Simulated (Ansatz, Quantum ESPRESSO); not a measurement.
# Ballistic transmission: vacuum gap of 5.0 Å between two Rh(111) faces, part 3 of 4

Wanted: the transmission near the Fermi level and the conductance of this junction: vacuum gap of 5.0 Å between two Rh(111) faces.

Quantum ESPRESSO 7.5; plane-wave DFT, PBE, GBRV ultrasoft pseudopotentials; cross-check by Ansatz 0.2.0 with PAW datasets.

So far. Step 3 (The open system): The run is unpolarised; a magnetic state was not tried, may lie lower and would change T. Step 3 (The open system): At no point does T exceed the number of channels.

**4. Transmission with pwcond.x, with nz1 = 11**

Level of this step: transmission by pwcond, lead and junction from one cell; plane-wave DFT, PBE, GBRV ultrasoft pseudopotentials (Quantum ESPRESSO).

How much does a setting matter? One run is repeated with a change.

cond.w.in reads:

```
&inputcond
  outdir = './out'
  prefixt = 'scf'
  tran_file = 'cond.w.dat'
  bdl = 2.4494897417
  bds = 15.7266736816
  ikind = 1
  ewind = 4.0
  epsproj = 1e-05
  nz1 = 11
  energy0 = 0.4
  denergy = -0.4
/
10
  0.00000000 0.00000000 0.01562500
  0.00000000 0.12500000 0.09375000
  0.00000000 0.25000000 0.09375000
  0.00000000 0.37500000 0.09375000
  0.00000000 0.50000000 0.04687500
  0.12500000 0.25000000 0.09375000
  0.12500000 0.37500000 0.18750000
  0.12500000 0.50000000 0.18750000
  0.25000000 0.50000000 0.09375000
  0.25000000 0.62500000 0.09375000
3
```

On the command line:

```
$ OMP_NUM_THREADS=1 mpirun -n 4 pwcond.x -in cond.w.in > cond.w.out
```

What it wrote:

```text
[banner, memory and clock lines left out]
Program PWCOND v.7.5 starts
[citation notice left out]

[...]
./out/scf.save/

[...]
negative rho (up, down):  1.099E+00 0.000E+00
     Reading collected, re-writing distributed wavefunctions

===== INPUT FILE containing all the regions =====

     GEOMETRY:

     lattice parameter (alat)  =       5.1178  a.u.
     the volume                =    1825.6412 (a.u.)^3
     the cross section         =      22.6828 (a.u.)^2
     l of the unit cell        =      15.7267 (alat)
     number of atoms/cell      =           18
     number of atomic types    =            1

     crystal axes: (cart. coord. in units of alat)
               a(1) = (  1.0000  0.0000  0.0000 )
               a(2) = (  0.5000  0.8660  0.0000 )
               a(3) = (  0.0000  0.0000 15.7267 )

   Cartesian axes

     site n.     atom                  positions (alat units)
          1        Rh     tau(  1)=(  0.0000  0.0000 15.7267  )
          2        Rh     tau(  2)=(  0.5000  0.2887  0.8165  )
          3        Rh     tau(  3)=(  1.0000  0.5774  1.6330  )
          4        Rh     tau(  4)=(  0.0000  0.0000  2.4495  )
          5        Rh     tau(  5)=(  0.5000  0.2887  3.2660  )
          6        Rh     tau(  6)=(  1.0000  0.5774  4.0825  )
          7        Rh     tau(  7)=(  0.0000  0.0000  4.8990  )
          8        Rh     tau(  8)=(  0.5000  0.2887  5.7155  )
          9        Rh     tau(  9)=(  1.0000  0.5774  6.5320  )
         10        Rh     tau( 10)=(  0.0000  0.0000  8.3782  )
         11        Rh     tau( 11)=(  0.5000  0.2887  9.1947  )
         12        Rh     tau( 12)=(  1.0000  0.5774 10.0112  )
         13        Rh     tau( 13)=(  0.0000  0.0000 10.8277  )
         14        Rh     tau( 14)=(  0.5000  0.2887 11.6442  )
         15        Rh     tau( 15)=(  1.0000  0.5774 12.4607  )
         16        Rh     tau( 16)=(  0.0000  0.0000 13.2772  )
         17        Rh     tau( 17)=(  0.5000  0.2887 14.0937  )
         18        Rh     tau( 18)=(  1.0000  0.5774 14.9102  )

     nr1s                      =           24
     nr2s                      =           24
     nr3s                      =          360
     nr1sx                     =           24
     nr2sx                     =           24
     nr3sx                     =          360
     nr1                       =           24
     nr2                       =           24
     nr3                       =          375
     nr1x                      =           24
     nr2x                      =           24
     nr3x                      =          375

 _______________________________
  Radii of nonlocal spheres:

     type       ibeta     ang. mom.          radius (alat units)
       Rh         1         0                    0.4936
       Rh         2         0                    0.4936
       Rh         3         1                    0.4936
       Rh         4         1                    0.4936
       Rh         5         2                    0.4936
       Rh         6         2                    0.4936
       Rh         7         2                    0.4936
----- General information -----

--- T calc. with identical leads (ikind=1) ---

     nrx                       =           24
     nry                       =           24
     nz1                       =           11

     energy0               =         4.0E-01
     denergy               =        -4.0E-01
     nenergy               =          3
     ecut2d                =         4.0E+01
     ewind                 =         4.0E+00
     epsproj               =         1.0E-05

     number of k_|| points=   10
                       cryst. coord.
        k(    1) = (   0.0000000   0.0000000), wk =   0.0156250
        k(    2) = (   0.0000000   0.1250000), wk =   0.0937500
[...]
k(   10) = (   0.2500000   0.6250000), wk =   0.0937500
----- Information about left/right lead -----

     nocros                   =           23
     noins                    =           46
     norb                     =           92
     norbf                    =          368
     nrz                      =           56

      iorb      type   ibeta   ang. mom.   m       position (alat)
        1        1       1        0        1   taunew(   1)=(  0.0000  0.0000  0.0000)
        2        1       2        0        1   taunew(   2)=(  0.0000  0.0000  0.0000)
[...]
92        1       7        2        5   taunew(  92)=(  0.0000  0.0000  2.4495)
----- Information about scattering region -----

     noins                    =          322
     norb                     =          368
     norbf                    =          368
     nrz                      =          304

      iorb      type   ibeta   ang. mom.   m       position (alat)
        1        1       1        0        1   taunew(   1)=(  0.0000  0.0000  0.0000)
        2        1       2        0        1   taunew(   2)=(  0.0000  0.0000  0.0000)
[...]
368        1       7        2        5   taunew( 368)=(  0.0000  0.0000 13.2772)
 ngper, shell number =           73          10
 ngper, n2d =           73          62
---  E-Ef =    0.4000000  k =    0.0000000   0.0000000
---  ie =          1  ik =          1
 Nchannels of the left tip =            3
 Right moving states:
   k1(2pi/a)   k2(2pi/a)   E-Ef (eV)
   0.3131696   0.0000006   0.4000000
   0.3131696   0.0000006   0.4000000
   0.3624495   0.0000014   0.4000000
 Left moving states:
   k1(2pi/a)   k2(2pi/a)   E-Ef (eV)
  -0.3131694   0.0000006   0.4000000
  -0.3131694   0.0000006   0.4000000
  -0.3624494   0.0000014   0.4000000

 to transmit
 Band j to band i transmissions and reflections:
    j         i     |T_ij|^2    |R_ij|^2

    1 -->     1     0.00001     0.57823
    1 -->     2     0.00000     0.42176
    1 -->     3     0.00000     0.00000
   Total T_j, R_j =    0.00001  0.99999

    2 -->     1     0.00000     0.42176
    2 -->     2     0.00001     0.57823
    2 -->     3     0.00000     0.00000
   Total T_j, R_j =    0.00001  0.99999

    3 -->     1     0.00000     0.00000
    3 -->     2     0.00000     0.00000
    3 -->     3     0.79225     0.20775
   Total T_j, R_j =    0.79225  0.20775

E-Ef(ev), T(x2 spins) =    0.4000000   1.5845379
---  E-Ef =    0.0000000  k =    0.0000000   0.0000000
---  ie =          2  ik =          1
 Nchannels of the left tip =            3
 Right moving states:
   k1(2pi/a)   k2(2pi/a)   E-Ef (eV)
   0.1012343   0.0000006   0.0000000
   0.1012343   0.0000006   0.0000000
   0.2869443   0.0000014   0.0000000
 Left moving states:
   k1(2pi/a)   k2(2pi/a)   E-Ef (eV)
  -0.1012342   0.0000006   0.0000000
  -0.1012342   0.0000006   0.0000000
  -0.2869442   0.0000014   0.0000000

 to transmit
 Band j to band i transmissions and reflections:
    j         i     |T_ij|^2    |R_ij|^2

    1 -->     1     0.00000     0.99928
    1 -->     2     0.00000     0.00072
    1 -->     3     0.00000     0.00000
   Total T_j, R_j =    0.00000  1.00000

    2 -->     1     0.00000     0.00072
    2 -->     2     0.00000     0.99928
    2 -->     3     0.00000     0.00000
   Total T_j, R_j =    0.00000  1.00000

    3 -->     1     0.00000     0.00000
    3 -->     2     0.00000     0.00000
    3 -->     3     0.48199     0.51801
   Total T_j, R_j =    0.48199  0.51801

E-Ef(ev), T(x2 spins) =    0.0000000   0.9639839
---  E-Ef =   -0.4000000  k =    0.0000000   0.0000000
---  ie =          3  ik =          1
 Nchannels of the left tip =            3
 Right moving states:
   k1(2pi/a)   k2(2pi/a)   E-Ef (eV)
  -0.0628146   0.0000006  -0.4000000
  -0.0628146   0.0000006  -0.4000000
   0.2244270   0.0000013  -0.4000000
 Left moving states:
   k1(2pi/a)   k2(2pi/a)   E-Ef (eV)
   0.0628147   0.0000006  -0.4000000
   0.0628147   0.0000006  -0.4000000
  -0.2244269   0.0000013  -0.4000000

 to transmit
 Band j to band i transmissions and reflections:
    j         i     |T_ij|^2    |R_ij|^2

    1 -->     1     0.00000     0.99996
    1 -->     2     0.00000     0.00003
    1 -->     3     0.00000     0.00000
   Total T_j, R_j =    0.00000  1.00000

    2 -->     1     0.00000     0.00003
    2 -->     2     0.00000     0.99996
    2 -->     3     0.00000     0.00000
   Total T_j, R_j =    0.00000  1.00000

    3 -->     1     0.00000     0.00000
    3 -->     2     0.00000     0.00000
    3 -->     3     0.31501     0.68499
   Total T_j, R_j =    0.31501  0.68499

E-Ef(ev), T(x2 spins) =   -0.4000000   0.6300267
 ngper, shell number =           73          39
 ngper, n2d =           73          63
[... further energies and points left out ...]
---  E-Ef =    0.4000000  k =    0.2500000   0.6250000
---  ie =          1  ik =         10
 Nchannels of the left tip =            2
 Right moving states:
   k1(2pi/a)   k2(2pi/a)   E-Ef (eV)
   0.0905657  -0.0000001   0.4000000
   0.4130806   0.0000001   0.4000000
 Left moving states:
   k1(2pi/a)   k2(2pi/a)   E-Ef (eV)
  -0.0905432  -0.0000001   0.4000000
  -0.4132052   0.0000001   0.4000000

 to transmit
 Band j to band i transmissions and reflections:
    j         i     |T_ij|^2    |R_ij|^2

    1 -->     1     0.00012     0.59264
    1 -->     2     0.00019     0.40705
   Total T_j, R_j =    0.00031  0.99969

    2 -->     1     0.00017     0.40705
    2 -->     2     0.00063     0.59215
   Total T_j, R_j =    0.00080  0.99920

E-Ef(ev), T(x2 spins) =    0.4000000   0.0022175
---  E-Ef =    0.0000000  k =    0.2500000   0.6250000
---  ie =          2  ik =         10
 Nchannels of the left tip =            2
 Right moving states:
   k1(2pi/a)   k2(2pi/a)   E-Ef (eV)
   0.1262537  -0.0000006   0.0000000
   0.1694275   0.0000001   0.0000000
 Left moving states:
   k1(2pi/a)   k2(2pi/a)   E-Ef (eV)
  -0.1260402  -0.0000006   0.0000000
  -0.1696538   0.0000001   0.0000000

 to transmit
 Band j to band i transmissions and reflections:
    j         i     |T_ij|^2    |R_ij|^2

    1 -->     1     0.00024     0.85879
    1 -->     2     0.00260     0.13837
   Total T_j, R_j =    0.00284  0.99716

    2 -->     1     0.00091     0.13839
    2 -->     2     0.00599     0.85471
   Total T_j, R_j =    0.00690  0.99310

E-Ef(ev), T(x2 spins) =    0.0000000   0.0194881
---  E-Ef =   -0.4000000  k =    0.2500000   0.6250000
---  ie =          3  ik =         10
 Nchannels of the left tip =            0
 Right moving states:
   k1(2pi/a)   k2(2pi/a)   E-Ef (eV)
 Left moving states:
   k1(2pi/a)   k2(2pi/a)   E-Ef (eV)

 to transmit
          E-Ef(ev), T =   -0.4000000   0.0000000
   T_tot     0.40000      0.10776E+00
   T_tot     0.00000      0.14514E+00
   T_tot    -0.40000      0.18011E+00

[...]
```

It took 83 s on 4 MPI ranks of Arm Neoverse V1, shared host; peak memory 0.3 GiB.

Beside the run it was changed from:

```
                                  quantity  this run  unchanged run  difference
 transmission at the Fermi level, one spin   0.07257        0.07276     -1.9e-4
lead channels at the Fermi level, one spin     2.062          2.062           0
                             wall time (s)        83             70
```

Over all energies T moves by up to 2.4e-4, at -0.4 eV.

The physical values in this table move by up to 0.27 %.

(Part 3 of 4 ends here.)

[Logs are printed without paths, hosts, clocks, repeated set-up lines and the standing remarks that a program may print on its own settings, such as how far it seeks lower states.]

[Hosts, paths, dates, database ids (printed as entryN), source tags and the programs' standing remarks are cut or masked in the printed files.]

[Maps of the electrostatic potential energy from Ansatz leave out the sawtooth potential of an applied field or a dipole correction, so their vacuum need not be flat; planar profiles and work functions include it.]
